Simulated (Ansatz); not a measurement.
# Zr(0001) with 2 thermally displaced layers, 2x2: scattering by thermal displacements, part 2 of 2

Aim: the resistivity of Zr at 300 K from frozen thermal displacements between perfect leads. The measured value for the pure metal at this temperature is 43.3 µΩ cm (CRC Handbook of Chemistry and Physics, 84th ed., 2003, Electrical Resistivity of Pure Metals).

Ansatz 0.2.0; Ansatz plane-wave DFT, PBE, PAW files; ballistic transport by layer matching (Landauer), zero bias; PAW set soft_1.

So far, open channels per spin nearest the Fermi level: step 2 (with 2 displaced layers) 2.62.

## Step 3: With 6 displaced layers

Each atom of 6 layers is moved at random, by amounts drawn from a normal law 0.0761 Å wide in each direction from the Debye model (291 K) at 300 K. A fresh draw is used; the growth of the resistance with length is what counts.

System of this step: Zr(0001) with 6 thermally displaced layers, 2x2. The cell holds 64 atoms: 64 Zr. Its edges and angles: a = 6.464 Å, b = 6.464 Å, c = 41.176 Å, α = 90.0°, β = 90.0°, γ = 120.0°. It derives from Zr. Regions: lead, 40 atoms (40 Zr); scattering region, 24 atoms (24 Zr). The structure is stacked along c, and the current runs across the ab planes.

File input.yaml:

```yaml
crystal:
  lattice:
    - [6.464, 0.0, 0.0]
    - [-3.232, 5.5979882101, 0.0]
    - [0.0, 0.0, 41.176]
  atoms:
    - { symbol: Zr, position: [0.1666666667, 0.3333333333, 0.03125] }
    - { symbol: Zr, position: [0.1666666667, 0.8333333333, 0.03125] }
    - { symbol: Zr, position: [0.6666666667, 0.3333333333, 0.03125] }
    - { symbol: Zr, position: [0.6666666667, 0.8333333333, 0.03125] }
    - { symbol: Zr, position: [0.3333333333, 0.1666666667, 0.09375] }
    - { symbol: Zr, position: [0.3333333333, 0.6666666667, 0.09375] }
    - { symbol: Zr, position: [0.8333333333, 0.1666666667, 0.09375] }
    - { symbol: Zr, position: [0.8333333333, 0.6666666667, 0.09375] }
    - { symbol: Zr, position: [0.1666666667, 0.3333333333, 0.15625] }
    - { symbol: Zr, position: [0.1666666667, 0.8333333333, 0.15625] }
    - { symbol: Zr, position: [0.6666666667, 0.3333333333, 0.15625] }
    - { symbol: Zr, position: [0.6666666667, 0.8333333333, 0.15625] }
    - { symbol: Zr, position: [0.3333333333, 0.1666666667, 0.21875] }
    - { symbol: Zr, position: [0.3333333333, 0.6666666667, 0.21875] }
    - { symbol: Zr, position: [0.8333333333, 0.1666666667, 0.21875] }
    - { symbol: Zr, position: [0.8333333333, 0.6666666667, 0.21875] }
    - { symbol: Zr, position: [0.1666666667, 0.3333333333, 0.28125] }
    - { symbol: Zr, position: [0.1666666667, 0.8333333333, 0.28125] }
    - { symbol: Zr, position: [0.6666666667, 0.3333333333, 0.28125] }
    - { symbol: Zr, position: [0.6666666667, 0.8333333333, 0.28125] }
    - { symbol: Zr, position: [0.3446152941, 0.1679454215, 0.3423751005] }
    - { symbol: Zr, position: [0.3193627176, 0.6604406824, 0.344157191] }
    - { symbol: Zr, position: [0.8200177587, 0.1638214616, 0.3434555567] }
    - { symbol: Zr, position: [0.8411642136, 0.6695864589, 0.3444071651] }
    - { symbol: Zr, position: [0.1580832774, 0.3315703294, 0.4076997493] }
    - { symbol: Zr, position: [0.1756958959, 0.8162075305, 0.40904959] }
    - { symbol: Zr, position: [0.6878343359, 0.343960727, 0.4067390387] }
    - { symbol: Zr, position: [0.6728847534, 0.8531653231, 0.4098749643] }
    - { symbol: Zr, position: [0.3635000204, 0.1845547013, 0.4694108778] }
    - { symbol: Zr, position: [0.3190694424, 0.6666060816, 0.4699639717] }
    - { symbol: Zr, position: [0.8208440806, 0.1720411149, 0.4695449159] }
    - { symbol: Zr, position: [0.8334793058, 0.6505603002, 0.4675263612] }
    - { symbol: Zr, position: [0.1535697824, 0.3174216938, 0.5344664875] }
    - { symbol: Zr, position: [0.163062322, 0.8378079765, 0.5307718404] }
    - { symbol: Zr, position: [0.6942992311, 0.3512928766, 0.5324212133] }
    - { symbol: Zr, position: [0.6410638896, 0.8340410312, 0.5325142916] }
    - { symbol: Zr, position: [0.3409572882, 0.1582618982, 0.5971193142] }
    - { symbol: Zr, position: [0.3132800379, 0.6576685659, 0.5954791205] }
    - { symbol: Zr, position: [0.8475294474, 0.1939032002, 0.5940986149] }
    - { symbol: Zr, position: [0.8233067056, 0.6615310498, 0.5917322222] }
    - { symbol: Zr, position: [0.155903439, 0.3419081872, 0.657324708] }
    - { symbol: Zr, position: [0.1767840743, 0.8230691893, 0.6593735446] }
    - { symbol: Zr, position: [0.6739888801, 0.3547484266, 0.6554496804] }
    - { symbol: Zr, position: [0.6597017036, 0.8367309127, 0.6581573918] }
    - { symbol: Zr, position: [0.3333333333, 0.1666666667, 0.71875] }
    - { symbol: Zr, position: [0.3333333333, 0.6666666667, 0.71875] }
    - { symbol: Zr, position: [0.8333333333, 0.1666666667, 0.71875] }
    - { symbol: Zr, position: [0.8333333333, 0.6666666667, 0.71875] }
    - { symbol: Zr, position: [0.1666666667, 0.3333333333, 0.78125] }
    - { symbol: Zr, position: [0.1666666667, 0.8333333333, 0.78125] }
    - { symbol: Zr, position: [0.6666666667, 0.3333333333, 0.78125] }
    - { symbol: Zr, position: [0.6666666667, 0.8333333333, 0.78125] }
    - { symbol: Zr, position: [0.3333333333, 0.1666666667, 0.84375] }
    - { symbol: Zr, position: [0.3333333333, 0.6666666667, 0.84375] }
    - { symbol: Zr, position: [0.8333333333, 0.1666666667, 0.84375] }
    - { symbol: Zr, position: [0.8333333333, 0.6666666667, 0.84375] }
    - { symbol: Zr, position: [0.1666666667, 0.3333333333, 0.90625] }
    - { symbol: Zr, position: [0.1666666667, 0.8333333333, 0.90625] }
    - { symbol: Zr, position: [0.6666666667, 0.3333333333, 0.90625] }
    - { symbol: Zr, position: [0.6666666667, 0.8333333333, 0.90625] }
    - { symbol: Zr, position: [0.3333333333, 0.1666666667, 0.96875] }
    - { symbol: Zr, position: [0.3333333333, 0.6666666667, 0.96875] }
    - { symbol: Zr, position: [0.8333333333, 0.1666666667, 0.96875] }
    - { symbol: Zr, position: [0.8333333333, 0.6666666667, 0.96875] }
kpoints:
  mp_grid: { grid: [4, 4, 1] }
hamiltonian:
  xc: pbe
  pseudopotentials: { kind: paw, azcp: { folder: soft_1 } }
scf:
  occupations: { method: fermi_dirac, width: 0.1 }
output:
  transmission: { leads: [[0, 8]], kmesh: [8, 8], e_range: [-0.05, 0.05], de: 0.05 }
  write_potential: true
  write_density: true
  volumetric_format: npy
```

On the command line:

```console
> ansatz run input.yaml --threads 4 --pin off --max-ram 15360MiB --backend cpu --events-out ev --progress --plain --runs-dir out
```

Numbers of over 12 decimals in the logs are rounded to 6 here.

What it wrote:

```text
[...]
Crystal: 64 atoms, lattice volume = 1489.970 Å³
Basis set: ecut = 420 eV, 29117 PW (Γ)
Bands: 461, of which v1, the nominal top of the filled ones, is band 384 counted from 1 (383 counted from 0)
Symmetry: 1 space group operations
[...]
k-points: 10 of 16 (time reversal used)
[...]
SCF iter   1: F=—  HF=-267772.957827 eV  |F-HF|=—  |Δ(HF+E_count)|=         —  Δρ=2.93e-2  dr2=3.29e1  ethr=3.10e-3  ⟨swp⟩=6.2  Hψ=18113  notcnv=0
[...]
SCF iter  11: F=-267766.998137 eV  HF=-267766.998137 eV  |F-HF|=2.97e-9  |Δ(HF+E_count)|=   9.72e-9  Δρ=2.72e-7  dr2=4.08e-9  ethr=1.30e-11  ⟨swp⟩=2.0  Hψ=8322  notcnv=0
SCF 1 converged in 11 iterations: F = -267766.998137 eV  dr2 = 4.08e-9
[...]
transmission: 224 of 2210 steps passed
transmission: 444 of 2210 steps passed
[...]
transmission: 2210 of 2210 steps passed
SCF converged after 11 iterations
Free energy (F): -267766.998137 eV
[...]
Internal energy: -267764.707246 eV  (E = F + TS)
E sigma→0 (E₀):  -267765.852692 eV
Entropy (-TS):   -2.290891 eV (-35.795 meV/atom)
Fermi energy:    13.946612 eV
[...]
--- Band table (eV; the first three rows and the last of 10) ---
  k-point 0: bands = [... 380 lower, 14.5564, 14.5795, 14.5865, 14.5871, 14.5990, 14.6130, 14.6158, 14.6239, ... 73 higher]
  k-point 1: bands = [... 380 lower, 14.1178, 14.1418, 14.1585, 14.1715, 14.1807, 14.2076, 14.2276, 14.2334, ... 73 higher]
  k-point 2: bands = [... 380 lower, 13.6026, 13.6229, 13.6494, 13.6753, 13.7618, 13.7902, 13.8037, 13.8204, ... 73 higher]
  k-point 9: bands = [... 380 lower, 13.6026, 13.6186, 13.6981, 13.7177, 13.7546, 13.7824, 13.7917, 13.8160, ... 73 higher]
--- Transmission ---
  basis      : 313 plane waves across, 65 finite elements along
  points     : 34, standing for a mesh of 8 x 8
[...]
channels       : 2.625000e0 a spin
[...]
slowest decay  : 0.0499 /Å at (0.0000, 0.0000)
  junction   : crystal 0 to crystal 0, 0.70 to 36.73 Å
    transmission   : 1.721847e0 a spin
[...]
```

Elapsed: 21 min, on 4 threads of Arm Neoverse V1, shared host; peak memory 12 GiB; 81 min of CPU time.

Numbers from this step:

| Item | Value |
| --- | --- |
| free energy | -267766.9981 eV |
| energy at zero smearing | -267765.8527 eV |
| Fermi energy | 13.95 eV |
| transmission per spin nearest the Fermi level | 1.722 |
| step of the lead's potential | 6 meV |

Per spin. The transmission, zone mean by energy, zero at the Fermi level:

| energy (eV) | transmission, zone mean |
| --- | --- |
| -0.0500 | 1.89 |
| 0.0000 | 1.72 |
| 0.0500 | 1.82 |

Over the solved energies the transmission per spin lies between 1.72 and 1.89, out of 2.76 channels of the lead on average (up to 2.84).

## Step 4: With 10 displaced layers

Each atom of 10 layers is moved at random, by amounts drawn from a normal law 0.0761 Å wide in each direction from the Debye model (291 K) at 300 K. A fresh draw is used; the growth of the resistance with length is what counts.

System of this step: Zr(0001) with 10 thermally displaced layers, 2x2. The cell holds 80 atoms: 80 Zr. Cell: a = 6.464 Å, b = 6.464 Å, c = 51.470 Å, α = 90.0°, β = 90.0°, γ = 120.0°. It derives from Zr. Regions: lead, 40 atoms (40 Zr); scattering region, 40 atoms (40 Zr). The structure is stacked along c, and the current runs across the ab planes.

File input.yaml:

```yaml
crystal:
  lattice:
    - [6.464, 0.0, 0.0]
    - [-3.232, 5.5979882101, 0.0]
    - [0.0, 0.0, 51.47]
  atoms:
    - { symbol: Zr, position: [0.1666666667, 0.3333333333, 0.025] }
    - { symbol: Zr, position: [0.1666666667, 0.8333333333, 0.025] }
    - { symbol: Zr, position: [0.6666666667, 0.3333333333, 0.025] }
    - { symbol: Zr, position: [0.6666666667, 0.8333333333, 0.025] }
    - { symbol: Zr, position: [0.3333333333, 0.1666666667, 0.075] }
    - { symbol: Zr, position: [0.3333333333, 0.6666666667, 0.075] }
    - { symbol: Zr, position: [0.8333333333, 0.1666666667, 0.075] }
    - { symbol: Zr, position: [0.8333333333, 0.6666666667, 0.075] }
    - { symbol: Zr, position: [0.1666666667, 0.3333333333, 0.125] }
    - { symbol: Zr, position: [0.1666666667, 0.8333333333, 0.125] }
    - { symbol: Zr, position: [0.6666666667, 0.3333333333, 0.125] }
    - { symbol: Zr, position: [0.6666666667, 0.8333333333, 0.125] }
    - { symbol: Zr, position: [0.3333333333, 0.1666666667, 0.175] }
    - { symbol: Zr, position: [0.3333333333, 0.6666666667, 0.175] }
    - { symbol: Zr, position: [0.8333333333, 0.1666666667, 0.175] }
    - { symbol: Zr, position: [0.8333333333, 0.6666666667, 0.175] }
    - { symbol: Zr, position: [0.1666666667, 0.3333333333, 0.225] }
    - { symbol: Zr, position: [0.1666666667, 0.8333333333, 0.225] }
    - { symbol: Zr, position: [0.6666666667, 0.3333333333, 0.225] }
    - { symbol: Zr, position: [0.6666666667, 0.8333333333, 0.225] }
    - { symbol: Zr, position: [0.3312477935, 0.1587023066, 0.2730158233] }
    - { symbol: Zr, position: [0.3202426282, 0.6735041562, 0.2764641639] }
    - { symbol: Zr, position: [0.8240912441, 0.1520531614, 0.2762915631] }
    - { symbol: Zr, position: [0.813401137, 0.6569675181, 0.2759187228] }
    - { symbol: Zr, position: [0.1427884379, 0.3385887306, 0.3241395308] }
    - { symbol: Zr, position: [0.1674390999, 0.8323036416, 0.3252990045] }
    - { symbol: Zr, position: [0.6696861144, 0.3230179919, 0.3271021756] }
    - { symbol: Zr, position: [0.6809580378, 0.8448097806, 0.3267232791] }
    - { symbol: Zr, position: [0.348351442, 0.1781478205, 0.3751118318] }
    - { symbol: Zr, position: [0.3156079625, 0.6648297839, 0.3738615937] }
    - { symbol: Zr, position: [0.8183316372, 0.1701821402, 0.374158898] }
    - { symbol: Zr, position: [0.8141091261, 0.6524797714, 0.3753970915] }
    - { symbol: Zr, position: [0.1798857348, 0.351321393, 0.4249794149] }
    - { symbol: Zr, position: [0.1884759979, 0.8524069322, 0.4267015347] }
    - { symbol: Zr, position: [0.6471604348, 0.3500458829, 0.4255024278] }
    - { symbol: Zr, position: [0.6741832714, 0.8383827667, 0.4255662442] }
    - { symbol: Zr, position: [0.3346549599, 0.1617847297, 0.4721867544] }
    - { symbol: Zr, position: [0.3265841752, 0.6557343102, 0.4765979746] }
    - { symbol: Zr, position: [0.830499474, 0.167802098, 0.473743108] }
    - { symbol: Zr, position: [0.8272399313, 0.666509794, 0.4728025623] }
    - { symbol: Zr, position: [0.1694872419, 0.3318905391, 0.5232458671] }
    - { symbol: Zr, position: [0.1419055338, 0.8403118658, 0.5245597594] }
    - { symbol: Zr, position: [0.6588172538, 0.3301211593, 0.5276872623] }
    - { symbol: Zr, position: [0.6666691249, 0.8345115281, 0.5228000507] }
    - { symbol: Zr, position: [0.3589782823, 0.1791463335, 0.5765784046] }
    - { symbol: Zr, position: [0.3401290694, 0.6791350004, 0.5755487722] }
    - { symbol: Zr, position: [0.8395214363, 0.1645965388, 0.5728195563] }
    - { symbol: Zr, position: [0.8322932457, 0.6403473557, 0.5746450419] }
    - { symbol: Zr, position: [0.1571649695, 0.3191483551, 0.6259070435] }
    - { symbol: Zr, position: [0.1613357079, 0.8273910526, 0.6257690447] }
    - { symbol: Zr, position: [0.6704991706, 0.3522262318, 0.6255199364] }
    - { symbol: Zr, position: [0.6478562381, 0.8068874512, 0.6230653331] }
    - { symbol: Zr, position: [0.3457916865, 0.1659783505, 0.6745811498] }
    - { symbol: Zr, position: [0.3439670059, 0.6492200783, 0.6741335882] }
    - { symbol: Zr, position: [0.8317540833, 0.1746420233, 0.6740183778] }
    - { symbol: Zr, position: [0.8151908547, 0.6448334329, 0.6760789866] }
    - { symbol: Zr, position: [0.1729228877, 0.3268536593, 0.7252416422] }
    - { symbol: Zr, position: [0.1482309179, 0.8269157332, 0.7270385162] }
    - { symbol: Zr, position: [0.6839783064, 0.3647588855, 0.723835441] }
    - { symbol: Zr, position: [0.6721725927, 0.8306740641, 0.7258370609] }
    - { symbol: Zr, position: [0.3333333333, 0.1666666667, 0.775] }
    - { symbol: Zr, position: [0.3333333333, 0.6666666667, 0.775] }
    - { symbol: Zr, position: [0.8333333333, 0.1666666667, 0.775] }
    - { symbol: Zr, position: [0.8333333333, 0.6666666667, 0.775] }
    - { symbol: Zr, position: [0.1666666667, 0.3333333333, 0.825] }
    - { symbol: Zr, position: [0.1666666667, 0.8333333333, 0.825] }
    - { symbol: Zr, position: [0.6666666667, 0.3333333333, 0.825] }
    - { symbol: Zr, position: [0.6666666667, 0.8333333333, 0.825] }
    - { symbol: Zr, position: [0.3333333333, 0.1666666667, 0.875] }
    - { symbol: Zr, position: [0.3333333333, 0.6666666667, 0.875] }
    - { symbol: Zr, position: [0.8333333333, 0.1666666667, 0.875] }
    - { symbol: Zr, position: [0.8333333333, 0.6666666667, 0.875] }
    - { symbol: Zr, position: [0.1666666667, 0.3333333333, 0.925] }
    - { symbol: Zr, position: [0.1666666667, 0.8333333333, 0.925] }
    - { symbol: Zr, position: [0.6666666667, 0.3333333333, 0.925] }
    - { symbol: Zr, position: [0.6666666667, 0.8333333333, 0.925] }
    - { symbol: Zr, position: [0.3333333333, 0.1666666667, 0.975] }
    - { symbol: Zr, position: [0.3333333333, 0.6666666667, 0.975] }
    - { symbol: Zr, position: [0.8333333333, 0.1666666667, 0.975] }
    - { symbol: Zr, position: [0.8333333333, 0.6666666667, 0.975] }
kpoints:
  mp_grid: { grid: [4, 4, 1] }
hamiltonian:
  xc: pbe
  pseudopotentials: { kind: paw, azcp: { folder: soft_1 } }
scf:
  occupations: { method: fermi_dirac, width: 0.1 }
output:
  transmission: { leads: [[0, 8]], kmesh: [8, 8], e_range: [-0.05, 0.05], de: 0.05 }
  write_potential: true
  write_density: true
  volumetric_format: npy
```

What it wrote:

```text
[...]
Crystal: 80 atoms, lattice volume = 1862.462 Å³
Basis set: ecut = 420 eV, 36449 PW (Γ)
Bands: 576, of which v1, the nominal top of the filled ones, is band 480 counted from 1 (479 counted from 0)
Symmetry: 1 space group operations
[...]
k-points: 10 of 16 (time reversal used)
[...]
SCF iter   1: F=—  HF=-334715.901265 eV  |F-HF|=—  |Δ(HF+E_count)|=         —  Δρ=2.95e-2  dr2=5.29e1  ethr=3.10e-3  ⟨swp⟩=6.3  Hψ=22889  notcnv=0
[...]
SCF iter  11: F=-334708.203996 eV  HF=-334708.203996 eV  |F-HF|=5.05e-8  |Δ(HF+E_count)|=   1.73e-8  Δρ=8.37e-7  dr2=5.83e-8  ethr=1.04e-11  ⟨swp⟩=8.6  Hψ=12304  notcnv=0
SCF 1 converged in 11 iterations: F = -334708.203996 eV  dr2 = 5.83e-8
[...]
transmission: 282 of 2788 steps passed
transmission: 558 of 2788 steps passed
[...]
transmission: 2788 of 2788 steps passed
SCF converged after 11 iterations
Free energy (F): -334708.203996 eV
[...]
Internal energy: -334705.334846 eV  (E = F + TS)
E sigma→0 (E₀):  -334706.769421 eV
Entropy (-TS):   -2.869150 eV (-35.864 meV/atom)
Fermi energy:    13.936534 eV
[...]
--- Band table (eV; the first three rows and the last of 10) ---
  k-point 0: bands = [... 476 lower, 14.5560, 14.5760, 14.5796, 14.5867, 14.5882, 14.6018, 14.6055, 14.6224, ... 92 higher]
  k-point 1: bands = [... 476 lower, 14.1416, 14.1643, 14.1718, 14.1801, 14.1977, 14.2027, 14.2140, 14.2172, ... 92 higher]
  k-point 2: bands = [... 476 lower, 13.6264, 13.6277, 13.6840, 13.6921, 13.7137, 13.7226, 13.7471, 13.7617, ... 92 higher]
  k-point 9: bands = [... 476 lower, 13.6481, 13.6847, 13.6919, 13.7077, 13.7189, 13.7451, 13.7602, 13.7911, ... 92 higher]
--- Transmission ---
  basis      : 313 plane waves across, 82 finite elements along
  points     : 34, standing for a mesh of 8 x 8
[...]
channels       : 2.625000e0 a spin
[...]
slowest decay  : 0.0511 /Å at (0.0000, 0.0000)
  junction   : crystal 0 to crystal 0, 0.70 to 47.02 Å
    transmission   : 1.475778e0 a spin
[...]
```

Wall time 31 min (4 threads); peak memory 8.6 GiB; 2 h of CPU time.

This step gave:

```yaml
free_energy: -334708.2040 eV
energy_at_zero_smearing: -334706.7694 eV
fermi_energy: 13.94 eV
transmission_per_spin_nearest_the_fermi_level: 1.476
step_of_the_lead_s_potential: 12.3 meV
```

Per spin. The transmission, zone mean by energy, zero at the Fermi level:

| energy (eV) | transmission, zone mean |
| --- | --- |
| -0.0500 | 1.55 |
| 0.0000 | 1.48 |
| 0.0500 | 1.48 |

Over the solved energies the transmission per spin lies between 1.48 and 1.55, out of 2.76 channels of the lead on average (up to 2.84).

## Step 5: The fit

This step: Ansatz plane-wave DFT, PBE, PAW files; ballistic transport by layer matching (Landauer), zero bias; resistivity from the slope of the area resistance; PAW set soft_1 (Ansatz 0.2.0).

Numbers from this step:

| Item | Value |
| --- | --- |
| resistivity | 54.88 µΩ cm |
| intercept | 0.01670 fΩ m² |
| scatter about the fit | 0.01551 fΩ m² |

Resistance, by row:

| run | length (Å) | T | channels N | RA (fΩ m²) |
| --- | --- | --- | --- | --- |
| n2 | 5.147 | 2.359 | 2.76 | 0.2882 |
| n6 | 15.44 | 1.812 | 2.76 | 0.8861 |
| n10 | 25.73 | 1.502 | 2.76 | 1.418 |

Table of area resistance by length of the displaced region:

| length of the displaced region (Å) | area resistance (fΩ m²) |
| --- | --- |
| 5.15 | 0.288 |
| 15.44 | 0.886 |
| 25.73 | 1.42 |

The area resistance goes from 0.29 to 1.4 fΩ m² between 5.1 and 25.7 Å, a slope of 55 µΩ cm.

By hand from the end points: (1.418 − 0.2882) fΩ m² / (25.73 − 5.15) Å = 55 µΩ cm, since 1 fΩ m² per Å is 1000 µΩ cm.

## Step 6: Summary of results

| Quantity | Value |
| --- | --- |
| resistivity from the slope | 54.9 µΩ cm |
| area resistance over 5.15 Å | 0.288 fΩ m² |
| area resistance over 15.4 Å | 0.886 fΩ m² |
| area resistance over 25.7 Å | 1.42 fΩ m² |

What this shows: The slope gives 55 µΩ cm. The points scatter by 0.016 fΩ m² about the line, with one random draw a length in a 2x2 cell, so the slope is a rough value. The mean square of the displacements drawn is 0.73, 0.99 and 0.93 of the nominal one at the three lengths; with each resistance scaled back by that, the slope is 55 µΩ cm, the value used below. The current runs along the hexagonal axis, while the measured value below is not for that direction. Read with a model of isotropic scattering on a spherical Fermi surface and the lead's 0.59×10¹⁵ S/m², this slope means a mean free path near 24 Å; over these lengths the model's slope is 1.04 times its bulk resistivity, which would be 53 µΩ cm. Uncorrelated displacements put too much weight on short waves, which scatter strongly; with the sideways repeat of a small cell, one draw and three short lengths, the method is good to a factor of two or three. The measured value is 43.3 µΩ cm (CRC Handbook of Chemistry and Physics, 84th ed., 2003, Electrical Resistivity of Pure Metals); the scaled slope is 1.3 times that and the corrected value 1.2: fair for so small a cell.

[Logs are printed without paths, hosts, clocks, repeated set-up lines and the standing remarks that a program may print on its own settings, such as how far it seeks lower states.]

[Hosts, paths, dates, database ids (printed as entryN), source tags and the programs' standing remarks are cut or masked in the printed files.]
